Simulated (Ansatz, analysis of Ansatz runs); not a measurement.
# Moving an added hole between Mn sites in RbMnF4 (P2_1/c)

Question: does an added hole stay on the Mn atom where it is started in RbMnF4 (P2_1/c), and if so, how high is the barrier for a hop to another Mn site nearby? Model: a cell of 48 host atoms.

Program: Ansatz 0.2.0. Level of theory: plane-wave PAW DFT, PBEsol+U; relaxation of all atoms of a supercell at fixed charge in a uniform background; PAW set soft_1. Results are calculated unless marked as measured.

Report form: the programs' logs are mostly left out.

### Step 1. The starting structure

The cell holds 48 atoms: 8 Rb, 8 Mn and 32 F. Its edges and angles: a = 11.104 Å, b = 9.819 Å, c = 9.874 Å, α = 68.6°, β = 56.5°, γ = 55.9°. It derives from RbMnF4 (space group P2_1/c). Nearest the centre at fractional (0.875, 0.375, 0.625): F40 at 0.55 Å, Mn15 at 1.97 Å, Mn14 at 1.97 Å, F48 at 2.32 Å, F41 at 2.42 Å, F32 at 2.72 Å, F27 at 2.73 Å, F44 at 2.93 Å.

Hubbard terms: Mn d 4.5 eV. They were chosen, not fitted, to curb self-interaction in the shells named, the trial site's among them. The two sites are Mn14 and Mn15. The cell's shortest repeat is 9.8 Å. The host's moments were started antiferromagnetic in the unit cell, high spin; both sites carry the same spin direction.

### Step 2. The cell without the carrier

The neutral cell is relaxed first, from small random displacements, so that bond lengths and moments with the carrier can be set beside those of a relaxed cell without it.

Input file neutral.relax/input.yaml:

```yaml
crystal:
  lattice:
    - [-0.12217936, 7.8352551, 7.86705983]
    - [5.88726042, -2.87e-06, 7.85871589]
    - [6.00943135, 7.83525143, -0.00834327]
  atoms:
    - { symbol: Rb, position: [0.020494, 0.233545, 0.279532] }
    - { symbol: Rb, position: [0.520494, 0.733545, 0.779532] }
    - { symbol: Rb, position: [0.27953, 0.966434, 0.520488] }
    - { symbol: Rb, position: [0.77953, 0.466434, 0.020488] }
    - { symbol: Rb, position: [0.479506, 0.266455, 0.220468] }
    - { symbol: Rb, position: [0.979506, 0.766455, 0.720468] }
    - { symbol: Rb, position: [0.22047, 0.533566, 0.979512] }
    - { symbol: Rb, position: [0.72047, 0.033566, 0.479512] }
    - { symbol: Mn, position: [0.0, 0.0, 0.0], spin: 4.0 }
    - { symbol: Mn, position: [0.5, 0.5, 0.5], spin: 4.0 }
    - { symbol: Mn, position: [0.25, 0.25, 0.75], spin: 4.0 }
    - { symbol: Mn, position: [0.75, 0.75, 0.25], spin: 4.0 }
    - { symbol: Mn, position: [0.25, 0.75, 0.25], spin: -4.0 }
    - { symbol: Mn, position: [0.75, 0.25, 0.75], spin: -4.0 }
    - { symbol: Mn, position: [0.0, 0.5, 0.5], spin: -4.0 }
    - { symbol: Mn, position: [0.5, 0.0, 0.0], spin: -4.0 }
    - { symbol: F, position: [0.082177, 0.869988, 0.846443] }
    - { symbol: F, position: [0.582177, 0.369988, 0.346443] }
    - { symbol: F, position: [0.394234, 0.161628, 0.552646] }
    - { symbol: F, position: [0.894234, 0.661628, 0.052646] }
    - { symbol: F, position: [0.052647, 0.891492, 0.394233] }
    - { symbol: F, position: [0.552647, 0.391492, 0.894233] }
    - { symbol: F, position: [0.105766, 0.338372, 0.947354] }
    - { symbol: F, position: [0.605766, 0.838372, 0.447354] }
    - { symbol: F, position: [0.166033, 0.831798, 0.060726] }
    - { symbol: F, position: [0.666033, 0.331798, 0.560726] }
    - { symbol: F, position: [0.060727, 0.441443, 0.666032] }
    - { symbol: F, position: [0.560727, 0.941443, 0.166032] }
    - { symbol: F, position: [0.333967, 0.668202, 0.439274] }
    - { symbol: F, position: [0.833967, 0.168202, 0.939274] }
    - { symbol: F, position: [0.439273, 0.058557, 0.833968] }
    - { symbol: F, position: [0.939273, 0.558557, 0.333968] }
    - { symbol: F, position: [0.331429, 0.399867, 0.684687] }
    - { symbol: F, position: [0.831429, 0.899867, 0.184687] }
    - { symbol: F, position: [0.184686, 0.584018, 0.331429] }
    - { symbol: F, position: [0.684686, 0.084018, 0.831429] }
    - { symbol: F, position: [0.168571, 0.100133, 0.815313] }
    - { symbol: F, position: [0.668571, 0.600133, 0.315313] }
    - { symbol: F, position: [0.315314, 0.915982, 0.168571] }
    - { symbol: F, position: [0.815314, 0.415982, 0.668571] }
    - { symbol: F, position: [0.153557, 0.298609, 0.417823] }
    - { symbol: F, position: [0.653557, 0.798609, 0.917823] }
    - { symbol: F, position: [0.346443, 0.201391, 0.082177] }
    - { symbol: F, position: [0.846443, 0.701391, 0.582177] }
    - { symbol: F, position: [0.417823, 0.630012, 0.653557] }
    - { symbol: F, position: [0.917823, 0.130012, 0.153557] }
    - { symbol: F, position: [0.447353, 0.608508, 0.105767] }
    - { symbol: F, position: [0.947353, 0.108508, 0.605767] }
basis:
  ecutwfc: 420
  xc_grid: 2
hamiltonian:
  xc: pbesol
  hubbard:
    sites: [{ species: Mn, l: d, u_eff: 4.5 }]
    projectors: ortho-atomic
  pseudopotentials: { kind: paw, azcp: { folder: soft_1 }, xc_functional: pbe }
kpoints:
  mp_grid: { grid: [1, 1, 1] }
magnetization:
  spin_polarized: true
  initial_magnetization: 0
  spin_locking: { lock_magnetization: hard }
scf:
  occupations: { method: fermi_dirac, width: 0.01 }
  max_iter: 120
  lower_state_search: "off"
output:
  forces: true
relax:
  f_tol: 0.02
  max_steps: 70
  random_displacement: { amplitude: 0.04, seed: 3836 }
checkpoint:
  write: "../neutral.relax.run"
  compress: false
  write_wavefunctions: true
  write_every: 100000
```

Started as:

```console
ansatz run input.yaml --threads 4 --pin off --max-ram 9420MiB --backend cpu --events-out ev --progress --plain --runs-dir out
```

The job ended after 46 s (4 threads of AMD EPYC 7B13 (Zen 3), shared host; peak memory 1.5 GiB).

The largest displacement from an ideal site is 0.004 Å.

### Step 3. The hole on the first site

The nearest neighbour or neighbours of the site start displaced and the site's starting moment is changed by the carrier's spin, since a carrier doesn't trap itself in the undistorted lattice.

Input file A.relax/input.yaml:

```yaml
crystal:
  lattice:
    - [-0.12217936, 7.8352551, 7.86705983]
    - [5.88726042, -2.87e-06, 7.85871589]
    - [6.00943135, 7.83525143, -0.00834327]
  atoms:
    - { symbol: Rb, position: [0.020944, 0.233288, 0.279257] }
    - { symbol: Rb, position: [0.521131, 0.733122, 0.779253] }
    - { symbol: Rb, position: [0.279991, 0.965957, 0.520282] }
    - { symbol: Rb, position: [0.779884, 0.466076, 0.020445] }
    - { symbol: Rb, position: [0.479841, 0.266111, 0.22041] }
    - { symbol: Rb, position: [0.97981, 0.766179, 0.720346] }
    - { symbol: Rb, position: [0.221025, 0.533241, 0.979277] }
    - { symbol: Rb, position: [0.721048, 0.033207, 0.479123] }
    - { symbol: Mn, position: [0.000461, -0.000307, -0.000219], spin: 4.0 }
    - { symbol: Mn, position: [0.500476, 0.499552, 0.499867], spin: 4.0 }
    - { symbol: Mn, position: [0.250417, 0.249681, 0.749804], spin: 4.0 }
    - { symbol: Mn, position: [0.750538, 0.749528, 0.249811], spin: 4.0 }
    - { symbol: Mn, position: [0.250463, 0.749631, 0.249867], spin: -4.0 }
    - { symbol: Mn, position: [0.750486, 0.249614, 0.749792], spin: -3.0 }
    - { symbol: Mn, position: [0.00046, 0.499635, 0.49982], spin: -4.0 }
    - { symbol: Mn, position: [0.500477, -0.000373, -0.000188], spin: -4.0 }
    - { symbol: F, position: [0.082546, 0.869581, 0.846175] }
    - { symbol: F, position: [0.582467, 0.369416, 0.346335] }
    - { symbol: F, position: [0.394787, 0.161097, 0.55236] }
    - { symbol: F, position: [0.894962, 0.660992, 0.052345] }
    - { symbol: F, position: [0.053057, 0.891365, 0.394213] }
    - { symbol: F, position: [0.563691, 0.38317, 0.886424] }
    - { symbol: F, position: [0.106091, 0.338198, 0.947274] }
    - { symbol: F, position: [0.606031, 0.838146, 0.447246] }
    - { symbol: F, position: [0.166832, 0.831313, 0.06036] }
    - { symbol: F, position: [0.67078, 0.327204, 0.568739] }
    - { symbol: F, position: [0.060997, 0.44131, 0.66616] }
    - { symbol: F, position: [0.561184, 0.941104, 0.166094] }
    - { symbol: F, position: [0.33412, 0.668028, 0.439276] }
    - { symbol: F, position: [0.830093, 0.171921, 0.930989] }
    - { symbol: F, position: [0.439899, 0.057994, 0.833505] }
    - { symbol: F, position: [0.93981, 0.558047, 0.333525] }
    - { symbol: F, position: [0.331956, 0.399677, 0.684472] }
    - { symbol: F, position: [0.832079, 0.89952, 0.1845] }
    - { symbol: F, position: [0.184975, 0.583542, 0.33136] }
    - { symbol: F, position: [0.688975, 0.091972, 0.826652] }
    - { symbol: F, position: [0.168813, 0.099767, 0.815131] }
    - { symbol: F, position: [0.669086, 0.599433, 0.315133] }
    - { symbol: F, position: [0.315964, 0.915708, 0.168334] }
    - { symbol: F, position: [0.811983, 0.407267, 0.672972] }
    - { symbol: F, position: [0.154031, 0.297978, 0.417807] }
    - { symbol: F, position: [0.654063, 0.79795, 0.917799] }
    - { symbol: F, position: [0.346844, 0.201248, 0.081921] }
    - { symbol: F, position: [0.846921, 0.701348, 0.581749] }
    - { symbol: F, position: [0.418491, 0.629686, 0.6534] }
    - { symbol: F, position: [0.918383, 0.129796, 0.153395] }
    - { symbol: F, position: [0.447873, 0.607899, 0.105499] }
    - { symbol: F, position: [0.937278, 0.116069, 0.613152] }
total_charge: 1
basis:
  ecutwfc: 420
  xc_grid: 2
hamiltonian:
  xc: pbesol
  hubbard:
    sites: [{ species: Mn, l: d, u_eff: 4.5 }]
    projectors: ortho-atomic
  pseudopotentials: { kind: paw, azcp: { folder: soft_1 }, xc_functional: pbe }
kpoints:
  mp_grid: { grid: [1, 1, 1] }
magnetization:
  spin_polarized: true
  initial_magnetization: 1
  spin_locking: { lock_magnetization: hard }
scf:
  occupations: { method: fermi_dirac, width: 0.01 }
  max_iter: 120
  lower_state_search: "off"
output:
  forces: true
relax:
  f_tol: 0.015
  max_steps: 70
  escape_saddle: false
checkpoint:
  write: "../A.relax.run"
  compress: false
  write_wavefunctions: true
  write_every: 100000
```

The job ended after 77 s (4 threads; peak memory 1.5 GiB).

Relaxation path:

| step | energy less that of the first step (eV) | largest force component (eV/Å) |
| --- | --- | --- |
| 1 | 0.0000 | 1.3252 |
| 2 | -0.3283 | 1.2053 |
| 3 | -0.6420 | 0.4326 |
| 4 | -0.7073 | 0.2110 |
| 5 | -0.7226 | 0.0532 |
| 6 | -0.7276 | 0.0422 |
| 7 | -0.7291 | 0.0266 |
| 8 | -0.7295 | 0.0084 |
| 9 | -0.7295 | 0.0085 |

The atoms that moved most (Å):

| atom | dx | dy | dz | length |
| --- | --- | --- | --- | --- |
| F30 | -0.109 | -0.238 | 0.015 | 0.263 |
| F26 | 0.110 | 0.238 | -0.014 | 0.263 |
| F18 | 0.031 | 0.238 | 0.038 | 0.243 |
| F46 | -0.031 | -0.238 | -0.037 | 0.243 |
| F34 | -0.082 | -0.127 | 0.061 | 0.163 |
| F38 | 0.084 | 0.125 | -0.061 | 0.162 |
| Mn9 | -0.063 | -0.071 | 0.002 | 0.095 |
| Mn10 | 0.063 | 0.071 | -0.002 | 0.095 |

The moves above count from the input, in which the site's nearest neighbours were already displaced; the distances below compare with the cell without the carrier.

Distances from Mn14 without and with the hole:

| atom | without (Å) | with (Å) |
| --- | --- | --- |
| F48 | 1.83 | 1.80 |
| F22 | 1.83 | 1.80 |
| F36 | 1.89 | 1.83 |
| F40 | 1.89 | 1.83 |
| F26 | 2.24 | 1.88 |
| F30 | 2.24 | 1.88 |

The largest changes of the moments are 0.69 μB on Mn14, 0.04 μB on F26 and 0.04 μB on F30. The largest part sits on the chosen site.

### Step 4. The hole on the second site

The same start is made on the second site, to get the end of the hop.

Input file B.relax/input.yaml:

```yaml
crystal:
  lattice:
    - [-0.12217936, 7.8352551, 7.86705983]
    - [5.88726042, -2.87e-06, 7.85871589]
    - [6.00943135, 7.83525143, -0.00834327]
  atoms:
    - { symbol: Rb, position: [0.020944, 0.233288, 0.279257] }
    - { symbol: Rb, position: [0.521131, 0.733122, 0.779253] }
[... 11 atom lines left out ...]
    - { symbol: Mn, position: [0.750486, 0.249614, 0.749792], spin: -4.0 }
    - { symbol: Mn, position: [0.00046, 0.499635, 0.49982], spin: -3.0 }
[... 16 atom lines left out ...]
    - { symbol: F, position: [0.943358, 0.554631, 0.342102] }
[... 7 atom lines left out ...]
    - { symbol: F, position: [0.823999, 0.419912, 0.660829] }
    - { symbol: F, position: [0.145676, 0.308891, 0.422588] }
[... 6 atom lines left out ...]
    - { symbol: F, position: [0.948011, 0.108115, 0.605354] }
total_charge: 1
basis:
  ecutwfc: 420
  xc_grid: 2
hamiltonian:
  xc: pbesol
  hubbard:
    sites: [{ species: Mn, l: d, u_eff: 4.5 }]
    projectors: ortho-atomic
  pseudopotentials: { kind: paw, azcp: { folder: soft_1 }, xc_functional: pbe }
kpoints:
  mp_grid: { grid: [1, 1, 1] }
magnetization:
  spin_polarized: true
  initial_magnetization: 1
  spin_locking: { lock_magnetization: hard }
scf:
  occupations: { method: fermi_dirac, width: 0.01 }
  max_iter: 120
  lower_state_search: "off"
output:
  forces: true
relax:
  f_tol: 0.015
  max_steps: 70
  escape_saddle: false
checkpoint:
  write: "../B.relax.run"
  compress: false
  write_wavefunctions: true
  write_every: 100000
```

Wall time 99 s (4 threads); peak memory 1.5 GiB; 6.2 min of CPU time.

Distances from Mn15 without and with the hole:

| atom | without (Å) | with (Å) |
| --- | --- | --- |
| F44 | 1.83 | 1.80 |
| F41 | 1.83 | 1.80 |
| F27 | 1.89 | 1.83 |
| F32 | 1.89 | 1.83 |
| F40 | 2.19 | 1.87 |
| F35 | 2.18 | 1.87 |

The largest changes of the moments are 0.68 μB on Mn15, 0.04 μB on F35 and 0.04 μB on F40. The largest part sits on the chosen site.

(Continued in part 2 of 2.)

[Logs are printed without paths, hosts, clocks, repeated set-up lines and the standing remarks that a program may print on its own settings, such as how far it seeks lower states.]

[Hosts, paths, dates, database ids (printed as entryN), source tags and the programs' standing remarks are cut or masked in the printed files.]
